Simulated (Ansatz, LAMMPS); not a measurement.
# Glassy 68SiO2-14MgO-11ZnO-7BaO (mol %) (75 atoms) under strain, part 2 of 3

Aim: relax glassy 68SiO2-14MgO-11ZnO-7BaO (mol %) (75 atoms), then change its volume and shape to read moduli from the stress.

Ansatz 0.2.0; Kohn-Sham DFT, PBE, PAW (set soft_2), plane waves.

The cell: 19 Si, 4 Mg, 3 Zn, 2 Ba and 47 O. The quench rate of 25 K/ps far exceeds what a furnace or splat quench reaches. The starting topology of bonds comes from the classical model. The Brillouin zone is sampled at Γ only. The levels lack spin–orbit coupling.

So far. Step 2 (Single point at the start): The r.m.s. force at the start is 0.86 eV/Å.

## (3) Cell and atoms relaxed

The cell is relaxed with the atoms, since the starting lattice needn't suit this functional.

The input, input.yaml:

```yaml
crystal:
  lattice:
    - [10.1084, 0.0, 0.0]
    - [0.0, 10.1084, 0.0]
    - [0.0, 0.0, 10.1084]
  atoms:
    [... the 75 atom lines of step 2 ...]
kpoints:
  mp_grid: { grid: [1, 1, 1] }
hamiltonian:
  xc: pbe
scf:
  occupations: { method: fixed }
output:
  forces: true
relax:
  f_tol: 0.05
  max_steps: 150
  cell: {}
```

On the command line:

```console
$ ansatz run input.yaml --threads 4 --pin off --max-ram 8192MiB --backend cpu --events-out ev --progress --plain --runs-dir out
```

Numbers of over 12 decimals in the logs are rounded to 6 here.

Log:

```text
[...]
Crystal: 75 atoms, lattice volume = 1032.874 Å³
Basis set: ecut = 420 eV, 20197 PW (Γ), exchange–correlation on 144×144×144 points (8 copies of the dense FFT grid, shifted against one another)
Bands: 302, of which v1, the nominal top of the filled ones, is band 227 counted from 1 (226 counted from 0)
Symmetry: 1 space group operations
[...]
k-points: 1
[...]
SCF iter   1: F=—  HF=-68377.709720 eV  |F-HF|=—  |Δ(HF+E_count)|=         —  Δρ=2.05e-3  dr2=4.45e-2  ethr=1.77e-3  ⟨swp⟩=5.0  Hψ=1057  notcnv=0  defer=71
[...]
SCF iter   9: F=-68377.715494 eV  HF=-68377.715494 eV  |F-HF|=7.03e-9  |Δ(HF+E_count)|=   3.02e-7  Δρ=2.76e-6  dr2=7.24e-8  ethr=2.20e-11  ⟨swp⟩=5.0  Hψ=970  notcnv=0
SCF 1 converged in 9 iterations: F = -68377.715494 eV  dr2 = 7.24e-8
[...]
relax step   1: F+E_penalty+E_count = -68377.71549380 eV  Δ(F+E_penalty+E_count) = +0.000e0 eV  max|allowed force component| = 2.737e0 eV/Å  Δτ_max = 0.0000 Å  P = +3.562 GPa  Ω = 1032.874 Å³  (9 SCF iters, dr2 threshold 1.00e-7 eV, accepted)
[... from here on, the SCF cycles and remarks between the steps are left out ...]
relax step   2: F+E_penalty+E_count = -68379.33931307 eV  Δ(F+E_penalty+E_count) = -1.624e0 eV  max|allowed force component| = 1.476e0 eV/Å  Δτ_max = 0.1950 Å  P = +2.188 GPa  Ω = 1032.072 Å³  energy of the carried Pulay correction = +2.684e-3 eV  (8 SCF iters, dr2 threshold 7.50e-6 eV, accepted)
relax step   3: F+E_penalty+E_count = -68380.34754250 eV  Δ(F+E_penalty+E_count) = -1.008e0 eV  max|allowed force component| = 7.714e-1 eV/Å  Δτ_max = 0.1952 Å  P = -0.182 GPa  Ω = 1032.395 Å³  energy of the carried Pulay correction = +1.603e-3 eV  (8 SCF iters, dr2 threshold 7.50e-6 eV, accepted)
relax step   4: F+E_penalty+E_count = -68380.59074678 eV  Δ(F+E_penalty+E_count) = -2.432e-1 eV  max|allowed force component| = 5.111e-1 eV/Å  Δτ_max = 0.2000 Å  P = -0.123 GPa  Ω = 1030.555 Å³  energy of the carried Pulay correction = +7.771e-3 eV  (7 SCF iters, dr2 threshold 7.50e-6 eV, accepted)
relax step   5: F+E_penalty+E_count = -68380.76088767 eV  Δ(F+E_penalty+E_count) = -1.701e-1 eV  max|allowed force component| = 2.551e-1 eV/Å  Δτ_max = 0.0801 Å  P = -0.136 GPa  Ω = 1031.125 Å³  energy of the carried Pulay correction = +5.859e-3 eV  (7 SCF iters, dr2 threshold 7.50e-6 eV, accepted)
relax step   6: F+E_penalty+E_count = -68380.86833974 eV  Δ(F+E_penalty+E_count) = -1.075e-1 eV  max|allowed force component| = 4.835e-1 eV/Å  Δτ_max = 0.2000 Å  P = +0.003 GPa  Ω = 1032.027 Å³  energy of the carried Pulay correction = +2.837e-3 eV  (8 SCF iters, dr2 threshold 4.07e-6 eV, accepted)
relax step   7: F+E_penalty+E_count = -68380.91055847 eV  Δ(F+E_penalty+E_count) = -4.222e-2 eV  max|allowed force component| = 1.916e-1 eV/Å  Δτ_max = 0.0712 Å  P = -0.014 GPa  Ω = 1032.650 Å³  energy of the carried Pulay correction = +7.479e-4 eV  (7 SCF iters, dr2 threshold 7.50e-6 eV, accepted)
relax step   8: F+E_penalty+E_count = -68380.90954073 eV  Δ(F+E_penalty+E_count) = +1.018e-3 eV  max|allowed force component| = 4.668e-1 eV/Å  Δτ_max = 0.1767 Å  P = +0.057 GPa  Ω = 1035.556 Å³  energy of the carried Pulay correction = -8.967e-3 eV  (8 SCF iters, dr2 threshold 2.29e-6 eV, accepted)
relax step   9: F+E_penalty+E_count = -68380.96864583 eV  Δ(F+E_penalty+E_count) = -5.911e-2 eV  max|allowed force component| = 2.174e-1 eV/Å  Δτ_max = 0.0546 Å  P = -0.027 GPa  Ω = 1034.901 Å³  energy of the carried Pulay correction = -6.778e-3 eV  (6 SCF iters, dr2 threshold 7.50e-6 eV, accepted)
relax step  10: F+E_penalty+E_count = -68380.94951578 eV  Δ(F+E_penalty+E_count) = +1.913e-2 eV  max|allowed force component| = 3.061e-1 eV/Å  Δτ_max = 0.1707 Å  P = -0.210 GPa  Ω = 1039.513 Å³  energy of the carried Pulay correction = -2.215e-2 eV  (8 SCF iters, dr2 threshold 2.95e-6 eV, rejected (line search))
relax step  11: F+E_penalty+E_count = -68381.00793555 eV  Δ(F+E_penalty+E_count) = -3.929e-2 eV  max|allowed force component| = 9.623e-2 eV/Å  Δτ_max = 0.0844 Å  P = -0.015 GPa  Ω = 1036.457 Å³  energy of the carried Pulay correction = -1.197e-2 eV  (12 SCF iters, accepted)
relax step  12: F+E_penalty+E_count = -68381.03875381 eV  Δ(F+E_penalty+E_count) = -3.082e-2 eV  max|allowed force component| = 1.172e-1 eV/Å  Δτ_max = 0.1000 Å  P = -0.039 GPa  Ω = 1037.849 Å³  energy of the carried Pulay correction = -1.661e-2 eV  (8 SCF iters, dr2 threshold 5.79e-7 eV, accepted)
relax step  13: F+E_penalty+E_count = -68381.09273516 eV  Δ(F+E_penalty+E_count) = -5.398e-2 eV  max|allowed force component| = 1.819e-1 eV/Å  Δτ_max = 0.1454 Å  P = -0.074 GPa  Ω = 1038.749 Å³  energy of the carried Pulay correction = -1.961e-2 eV  (8 SCF iters, dr2 threshold 8.59e-7 eV, accepted)
[...]
relax step  17: F+E_penalty+E_count = -68381.40340227 eV  Δ(F+E_penalty+E_count) = -1.452e-1 eV  max|allowed force component| = 3.587e-1 eV/Å  Δτ_max = 0.0973 Å  P = -0.024 GPa  Ω = 1040.728 Å³  energy of the carried Pulay correction = -2.619e-2 eV  (13 SCF iters, accepted)
relax step  18: F+E_penalty+E_count = -68381.47091628 eV  Δ(F+E_penalty+E_count) = -6.751e-2 eV  max|allowed force component| = 2.312e-1 eV/Å  Δτ_max = 0.1000 Å  P = -0.021 GPa  Ω = 1041.673 Å³  energy of the carried Pulay correction = -2.933e-2 eV  (7 SCF iters, dr2 threshold 7.50e-6 eV, accepted)
relax step  19: F+E_penalty+E_count = -68381.46154504 eV  Δ(F+E_penalty+E_count) = +9.371e-3 eV  max|allowed force component| = 4.166e-1 eV/Å  Δτ_max = 0.1228 Å  P = +0.049 GPa  Ω = 1041.595 Å³  energy of the carried Pulay correction = -2.907e-2 eV  (7 SCF iters, dr2 threshold 3.34e-6 eV, rejected (line search))
relax step  20: F+E_penalty+E_count = -68381.49862369 eV  Δ(F+E_penalty+E_count) = -2.771e-2 eV  max|allowed force component| = 1.419e-1 eV/Å  Δτ_max = 0.0598 Å  P = +0.009 GPa  Ω = 1041.399 Å³  energy of the carried Pulay correction = -2.842e-2 eV  (11 SCF iters, accepted)
relax step  21: F+E_penalty+E_count = -68381.53382044 eV  Δ(F+E_penalty+E_count) = -3.520e-2 eV  max|allowed force component| = 6.508e-2 eV/Å  Δτ_max = 0.0750 Å  P = +0.129 GPa  Ω = 1038.394 Å³  energy of the carried Pulay correction = -1.843e-2 eV  (7 SCF iters, dr2 threshold 1.26e-6 eV, accepted)
relax step  22: F+E_penalty+E_count = -68381.50354425 eV  Δ(F+E_penalty+E_count) = +3.028e-2 eV  max|allowed force component| = 2.097e-1 eV/Å  Δτ_max = 0.1125 Å  P = -0.146 GPa  Ω = 1041.135 Å³  energy of the carried Pulay correction = -2.754e-2 eV  (9 SCF iters, dr2 threshold 2.65e-7 eV, rejected (line search))
relax step  23: F+E_penalty+E_count = -68381.53670956 eV  Δ(F+E_penalty+E_count) = -2.889e-3 eV  max|allowed force component| = 1.118e-1 eV/Å  Δτ_max = 0.0537 Å  P = -0.094 GPa  Ω = 1040.430 Å³  energy of the carried Pulay correction = -2.520e-2 eV  (11 SCF iters, accepted)
relax step  24: F+E_penalty+E_count = -68381.54108383 eV  Δ(F+E_penalty+E_count) = -4.374e-3 eV  max|allowed force component| = 2.956e-2 eV/Å  Δτ_max = 0.0142 Å  P = +0.002 GPa  Ω = 1039.666 Å³  energy of the carried Pulay correction = -2.266e-2 eV  (6 SCF iters, dr2 threshold 7.81e-7 eV, accepted)
relax step  25: F+E_penalty+E_count = -68381.60232763 eV  Δ(F+E_penalty+E_count) = -6.124e-2 eV  max|allowed force component| = 3.058e-2 eV/Å  Δτ_max = 0.0000 Å  P = +0.093 GPa  Ω = 1039.666 Å³  stress off target by 2.85e-1 GPa  SCF on the basis re-selected at this cell (its energy is not comparable with the rows above)  (8 SCF iters)
relax step  26: F+E_penalty+E_count = -68381.58289894 eV  Δ(F+E_penalty+E_count) = +1.943e-2 eV  max|allowed force component| = 3.098e-1 eV/Å  Δτ_max = 0.0733 Å  P = +0.057 GPa  Ω = 1040.736 Å³  energy of the carried Pulay correction = -3.872e-3 eV  (9 SCF iters, dr2 threshold 2.04e-7 eV, rejected (line search))
relax step  27: F+E_penalty+E_count = -68381.60173960 eV  Δ(F+E_penalty+E_count) = +5.880e-4 eV  max|allowed force component| = 6.659e-2 eV/Å  Δτ_max = 0.0357 Å  P = -0.013 GPa  Ω = 1041.336 Å³  energy of the carried Pulay correction = -5.780e-3 eV  (11 SCF iters, accepted)
relax step  28: F+E_penalty+E_count = -68381.60251004 eV  Δ(F+E_penalty+E_count) = -7.704e-4 eV  max|allowed force component| = 4.765e-2 eV/Å  Δτ_max = 0.0178 Å  P = -0.018 GPa  Ω = 1041.399 Å³  energy of the carried Pulay correction = -6.004e-3 eV  (7 SCF iters, dr2 threshold 2.77e-7 eV, accepted)
relax step  29: F+E_penalty+E_count = -68381.59290345 eV  Δ(F+E_penalty+E_count) = +9.607e-3 eV  max|allowed force component| = 1.392e-1 eV/Å  Δτ_max = 0.0633 Å  P = -0.017 GPa  Ω = 1042.447 Å³  energy of the carried Pulay correction = -9.392e-3 eV  (11 SCF iters, dr2 threshold 8.42e-9 eV, rejected (line search))
relax step  30: F+E_penalty+E_count = -68381.60374095 eV  Δ(F+E_penalty+E_count) = -1.231e-3 eV  max|allowed force component| = 1.449e-2 eV/Å  Δτ_max = 0.0232 Å  P = +0.006 GPa  Ω = 1041.476 Å³  energy of the carried Pulay correction = -6.217e-3 eV  (11 SCF iters, accepted)
relax step  31: F+E_penalty+E_count = -68381.60861344 eV  Δ(F+E_penalty+E_count) = -4.872e-3 eV  max|allowed force component| = 1.449e-2 eV/Å  Δτ_max = 0.0000 Å  P = +0.008 GPa  Ω = 1041.476 Å³  stress off target by 2.52e-2 GPa  SCF on the basis re-selected at this cell (its energy is not comparable with the rows above)  (5 SCF iters)
[...]
SCF converged after 5 iterations
Free energy (F): -68381.608613 eV
[...]
Internal energy: -68381.608613 eV  (E = F + TS)
E sigma→0 (E₀):  -68381.608613 eV
Fermi energy:    3.937411 eV
[...]
Σ components = -68381.608613   (vs F -68381.608613, Δ=0.00e0)
--- Forces (eV/Å), atoms counted from 1 ---
  atom   1  Si     0.01047660    -0.00528813    -0.00089896
  atom   2  Si    -0.00723147    -0.00723968    -0.00817697
  atom   3  Si     0.00114928     0.00496324    -0.00296916
  atom   4  Si    -0.00714270    -0.00930149     0.00073745
[...]
atom  75  O     -0.00148943    -0.00135202    -0.00045847
  max |Σ_I F_I| component: 3.14e-5 eV/Å
--- Stress (GPa, compression-positive) ---
        0.003856      -0.014718       0.006360
       -0.014718       0.006048       0.014133
        0.006359       0.014132       0.012841
  P = ⅓ Tr σ = 0.0076 GPa (0.076 kbar)
--- Relaxed structure (29 steps of the walk, 23 accepted, 2 SCFs on fresh bases) ---
  F+E_penalty+E_count = -68381.60861344 eV   max|allowed force component| = 1.449e-2 eV/Å   (the final SCF, on the basis selected at the relaxed cell)
  cell:  # Å, volume = 1041.4758 Å³
    - [9.986964, -0.214479, 0.086530]
    - [-0.214479, 10.196824, 0.155892]
    - [0.086530, 0.155892, 10.234873]
  atoms:
    - { symbol: Si, position: [0.085069, 0.035216, 0.960108] }
    - { symbol: Si, position: [0.463643, 0.237731, 0.571680] }
    - { symbol: Si, position: [0.351354, 0.522027, 0.483475] }
    - { symbol: Si, position: [0.162477, 0.189811, 0.687293] }
[...]
- { symbol: O, position: [0.685015, 0.958594, 0.832244] }
```

Elapsed: 5.1 min, on 4 threads of Arm Neoverse V1, shared host; peak memory 1.2 GiB; 19 min of CPU time.

The relaxation converged after 29 steps, with a largest force component of 0.014 eV/Å.

## (4) Single point at the relaxed geometry

One more single point at the end of the walk gives the fuller output and checks the residual forces.

The input, input.yaml:

```yaml
crystal:
  lattice:
    - [9.98696, -0.21448, 0.08653]
    - [-0.21448, 10.19682, 0.15589]
    - [0.08653, 0.15589, 10.23487]
  atoms:
    - { symbol: Si, position: [0.08507, 0.03522, 0.96011] }
    - { symbol: Si, position: [0.46364, 0.23773, 0.57168] }
    - { symbol: Si, position: [0.35135, 0.52203, 0.48348] }
    - { symbol: Si, position: [0.16248, 0.18981, 0.68729] }
    - { symbol: Si, position: [0.10405, 0.77437, 0.07942] }
    - { symbol: Si, position: [0.9348, 0.6315, 0.87271] }
    [... 63 atom lines left out ...]
    - { symbol: O, position: [0.80786, 0.52809, 0.90367] }
    - { symbol: O, position: [0.33949, 0.55134, 0.32492] }
    - { symbol: O, position: [0.12113, 0.0894, 0.81027] }
    - { symbol: O, position: [0.39176, 0.21235, 0.19838] }
    - { symbol: O, position: [0.34689, 0.30033, 0.9538] }
    - { symbol: O, position: [0.68501, 0.95859, 0.83224] }
kpoints:
  mp_grid: { grid: [1, 1, 1] }
hamiltonian:
  xc: pbe
scf:
  occupations: { method: fixed }
output:
  forces: true
  stress: true
  populations: true
  dos:
    method: { smearing: { sigma: 0.08 } }
    de: 0.1
    projected: { site_lists: { Ba: [Ba], Mg: [Mg], O: [O], Si: [Si], Zn: [Zn] } }
  eigenvalues: true
  write_density: true
  write_potential: true
  volumetric_format: npy
  elf: true
```

Log:

```text
[...]
Crystal: 75 atoms, lattice volume = 1041.475 Å³
Basis set: ecut = 420 eV, 20357 PW (Γ), exchange–correlation on 144×144×144 points (8 copies of the dense FFT grid, shifted against one another)
Bands: 302, of which v1, the nominal top of the filled ones, is band 227 counted from 1 (226 counted from 0)
Symmetry: 1 space group operations
[...]
k-points: 1
[...]
SCF iter   1: F=—  HF=-68381.602355 eV  |F-HF|=—  |Δ(HF+E_count)|=         —  Δρ=1.87e-3  dr2=4.27e-2  ethr=1.77e-3  ⟨swp⟩=4.0  Hψ=1160  notcnv=0  defer=72
[...]
SCF iter   9: F=-68381.608609 eV  HF=-68381.608609 eV  |F-HF|=2.44e-8  |Δ(HF+E_count)|=   1.92e-7  Δρ=1.95e-6  dr2=4.17e-8  ethr=2.20e-11  ⟨swp⟩=24.0  Hψ=3031  notcnv=0
SCF 1 converged in 9 iterations: F = -68381.608609 eV  dr2 = 4.17e-8
[...]
SCF converged after 9 iterations
Free energy (F): -68381.608609 eV
[...]
Internal energy: -68381.608609 eV  (E = F + TS)
E sigma→0 (E₀):  -68381.608609 eV
Fermi energy:    3.937481 eV
[...]
--- Forces (eV/Å), atoms counted from 1 ---
  atom   1  Si     0.01008314    -0.00780793    -0.00149643
  atom   2  Si    -0.00670674    -0.00653846    -0.00748347
  atom   3  Si     0.00300779     0.00398535    -0.00417468
  atom   4  Si    -0.00841100    -0.00898822     0.00261011
  atom   5  Si     0.00951663     0.01533044     0.00738122
  atom   6  Si     0.00220411     0.00560889    -0.01011671
  atom   7  Si    -0.00266455    -0.01494705     0.00054629
  atom   8  Si    -0.00233982    -0.00240203     0.00082860
  atom   9  Si    -0.00423006     0.01423065     0.00733635
  atom  10  Si    -0.00409730     0.00003450    -0.00419343
  atom  11  Si    -0.00436350    -0.00341051     0.00344549
  atom  12  Si     0.00978710     0.00738871    -0.01184720
  atom  13  Si    -0.00018957    -0.00555838     0.00842007
  atom  14  Si    -0.00479407     0.01316713     0.00147619
[...]
atom  74  O      0.00441529    -0.00033195    -0.00766067
  atom  75  O     -0.00201319     0.00071181     0.00191504
  max |Σ_I F_I| component: 1.51e-4 eV/Å
--- Stress (GPa, compression-positive) ---
        0.005727      -0.014289       0.006522
       -0.014289       0.005508       0.015915
        0.006521       0.015915       0.013639
  P = ⅓ Tr σ = 0.0083 GPa (0.083 kbar)
--- Band table (eV) ---
[...]
--- Löwdin populations: 75 sites ---
  site symbol       q [e]
     0     Si      2.3156
     1     Si      2.3517
     2     Si      2.2431
[...]
74      O      7.0514
  spilling = 0.012101 (of n_electrons = 454.000000)
```

Elapsed: 18 s, on 4 threads; peak memory 1.2 GiB.

Numbers from this run:

* free energy: -68381.6086 eV
* free energy per atom: -911.7548 eV/atom
* SCF cycles: 9
* pressure: 0.008291 GPa
* r.m.s. force component: 0.00516 eV/Å
* longest force: 0.0195 eV/Å
* Fermi energy: 3.937 eV
* gap (highest filled to lowest empty level): 3.524 eV
* spilling of the projection: 0.0121

## (5) Volume -3 %

The relaxed cell is scaled evenly and the atoms are relaxed again; the stress at the end gives one point of P(V).

input.yaml, the sections that differ from step 4:

```yaml
crystal:
  lattice:
    - [9.88607, -0.21231, 0.08566]
    - [-0.21231, 10.09381, 0.15432]
    - [0.08566, 0.15432, 10.13148]
  atoms:
    [... the 75 atom lines of step 4 ...]
output:
  forces: true
  eigenvalues: true
  stress: true
relax:
  f_tol: 0.05
  max_steps: 70
# kpoints, hamiltonian, scf: as in step 4
```

Log:

```text
Warning: output.stress: scf.convergence.dr2_threshold = 1e-7 eV (the SCF's general default) is looser than the 7.5e-9 eV advised for a printed stress (1e-10 eV for each atom of the cell: 75). What an SCF threshold leaves in a stress goes as its square root, and in the free energy as the threshold itself, and one threshold admits the most on a small cell: [...]
[...]
Crystal: 75 atoms, lattice volume = 1010.229 Å³
Basis set: ecut = 420 eV, 19747 PW (Γ), exchange–correlation on 144×144×144 points (8 copies of the dense FFT grid, shifted against one another)
Bands: 302, of which v1, the nominal top of the filled ones, is band 227 counted from 1 (226 counted from 0)
Symmetry: 1 space group operations
[...]
k-points: 1
[...]
SCF iter   1: F=—  HF=-68381.133368 eV  |F-HF|=—  |Δ(HF+E_count)|=         —  Δρ=1.93e-3  dr2=4.38e-2  ethr=1.77e-3  ⟨swp⟩=4.0  Hψ=1162  notcnv=0  defer=72
[...]
SCF iter   6: F=-68381.138849 eV  HF=-68381.138850 eV  |F-HF|=1.70e-6  |Δ(HF+E_count)|=   2.16e-6  Δρ=3.21e-5  dr2=8.46e-6  ethr=1.38e-8  ⟨swp⟩=21.0  Hψ=2231  notcnv=0
SCF 1 converged in 6 iterations: F = -68381.138849 eV  dr2 = 8.46e-6
[...]
relax step   1: F+E_penalty+E_count = -68381.13884861 eV  Δ(F+E_penalty+E_count) = +0.000e0 eV  max|allowed force component| = 5.069e-1 eV/Å  Δτ_max = 0.0000 Å  (6 SCF iters, dr2 threshold 6.25e-5 eV, accepted)
[...]
relax step   2: F+E_penalty+E_count = -68381.26940064 eV  Δ(F+E_penalty+E_count) = -1.306e-1 eV  max|allowed force component| = 3.088e-1 eV/Å  Δτ_max = 0.1025 Å  (6 SCF iters, dr2 threshold 1.61e-5 eV, accepted)
[...]
relax step   3: F+E_penalty+E_count = -68381.36513094 eV  Δ(F+E_penalty+E_count) = -9.573e-2 eV  max|allowed force component| = 1.842e-1 eV/Å  Δτ_max = 0.0657 Å  (7 SCF iters, dr2 threshold 5.96e-6 eV, accepted)
relax step   4: F+E_penalty+E_count = -68381.00993748 eV  Δ(F+E_penalty+E_count) = +3.552e-1 eV  max|allowed force component| = 8.409e-1 eV/Å  Δτ_max = 0.2000 Å  (8 SCF iters, dr2 threshold 1.21e-5 eV, rejected (line search))
relax step   5: F+E_penalty+E_count = -68381.40308236 eV  Δ(F+E_penalty+E_count) = -3.795e-2 eV  max|allowed force component| = 1.487e-1 eV/Å  Δτ_max = 0.0757 Å  (11 SCF iters, accepted)
relax step   6: F+E_penalty+E_count = -68381.39968780 eV  Δ(F+E_penalty+E_count) = +3.395e-3 eV  max|allowed force component| = 1.962e-1 eV/Å  Δτ_max = 0.1000 Å  (7 SCF iters, dr2 threshold 7.87e-6 eV, rejected (line search))
relax step   7: F+E_penalty+E_count = -68381.41738461 eV  Δ(F+E_penalty+E_count) = -1.430e-2 eV  max|allowed force component| = 8.475e-2 eV/Å  Δτ_max = 0.0334 Å  (9 SCF iters, accepted)
relax step   8: F+E_penalty+E_count = -68381.41447229 eV  Δ(F+E_penalty+E_count) = +2.912e-3 eV  max|allowed force component| = 1.947e-1 eV/Å  Δτ_max = 0.0397 Å  (9 SCF iters, rejected (line search))
[...]
relax step   9: F+E_penalty+E_count = -68381.41982449 eV  Δ(F+E_penalty+E_count) = -2.440e-3 eV  max|allowed force component| = 4.776e-2 eV/Å  Δτ_max = 0.0194 Å  (8 SCF iters, accepted)
SCF converged after 8 iterations
Free energy (F): -68381.419824 eV
[...]
Internal energy: -68381.419824 eV  (E = F + TS)
E sigma→0 (E₀):  -68381.419824 eV
Fermi energy:    4.262589 eV
[...]
--- Forces (eV/Å), atoms counted from 1 ---
  atom   1  Si    -0.04171560    -0.00307011     0.02173292
  atom   2  Si     0.02008058     0.00266392    -0.00012718
  atom   3  Si    -0.00047505     0.00667526     0.00382443
  atom   4  Si    -0.00225844     0.00942673    -0.00405128
  atom   5  Si     0.02373214     0.00013143     0.00305420
  atom   6  Si    -0.00397676    -0.00098945    -0.00998801
  atom   7  Si    -0.01253276     0.02850737     0.02317311
  atom   8  Si    -0.00506727     0.00327187     0.00102775
  atom   9  Si    -0.01393072     0.00325318     0.00742093
  atom  10  Si    -0.01335018     0.01146522     0.01487474
  atom  11  Si     0.00175231     0.02467236     0.00437525
  atom  12  Si    -0.00871653     0.00626432    -0.00772724
  atom  13  Si     0.00794781     0.00927617     0.02771717
  atom  14  Si     0.02311425     0.00473788    -0.01131790
[...]
atom  74  O     -0.00407391    -0.02360258     0.00365149
  atom  75  O      0.00345761    -0.01514303    -0.00309718
  max |Σ_I F_I| component: 1.50e-4 eV/Å
--- Stress (GPa, compression-positive) ---
        2.169306      -0.002457       0.001493
       -0.002456       1.766852       0.041435
        0.001493       0.041434       1.977579
  P = ⅓ Tr σ = 1.9712 GPa (19.712 kbar)
--- Band table (eV) ---
[...]
--- Relaxed structure (9 steps of the walk, 6 accepted, 0 SCFs on fresh bases) ---
  F+E_penalty+E_count = -68381.41982449 eV   max|allowed force component| = 4.776e-2 eV/Å
  atoms:
    - { symbol: Si, position: [0.081868, 0.033574, 0.959921] }
    - { symbol: Si, position: [0.464167, 0.238347, 0.574907] }
    - { symbol: Si, position: [0.350860, 0.520932, 0.483912] }
    - { symbol: Si, position: [0.161702, 0.187387, 0.686103] }
[...]
- { symbol: O, position: [0.679604, 0.958761, 0.833934] }
```

Wall time 1.9 min (4 threads); peak memory 1.2 GiB; 7.1 min of CPU time.

The program notes that the SCF threshold is loose for the stress.

The relaxation converged after 9 steps, 0.281 eV below its start, with a largest force component of 0.048 eV/Å.

Volume -3 %: the energy stands 0.189 eV above that of the reference, at a pressure of 1.97 GPa.

[end of part 2 of 3]

[Logs are printed without paths, hosts, clocks, repeated set-up lines and the standing remarks that a program may print on its own settings, such as how far it seeks lower states.]

[Hosts, paths, dates, database ids (printed as entryN), source tags and the programs' standing remarks are cut or masked in the printed files.]
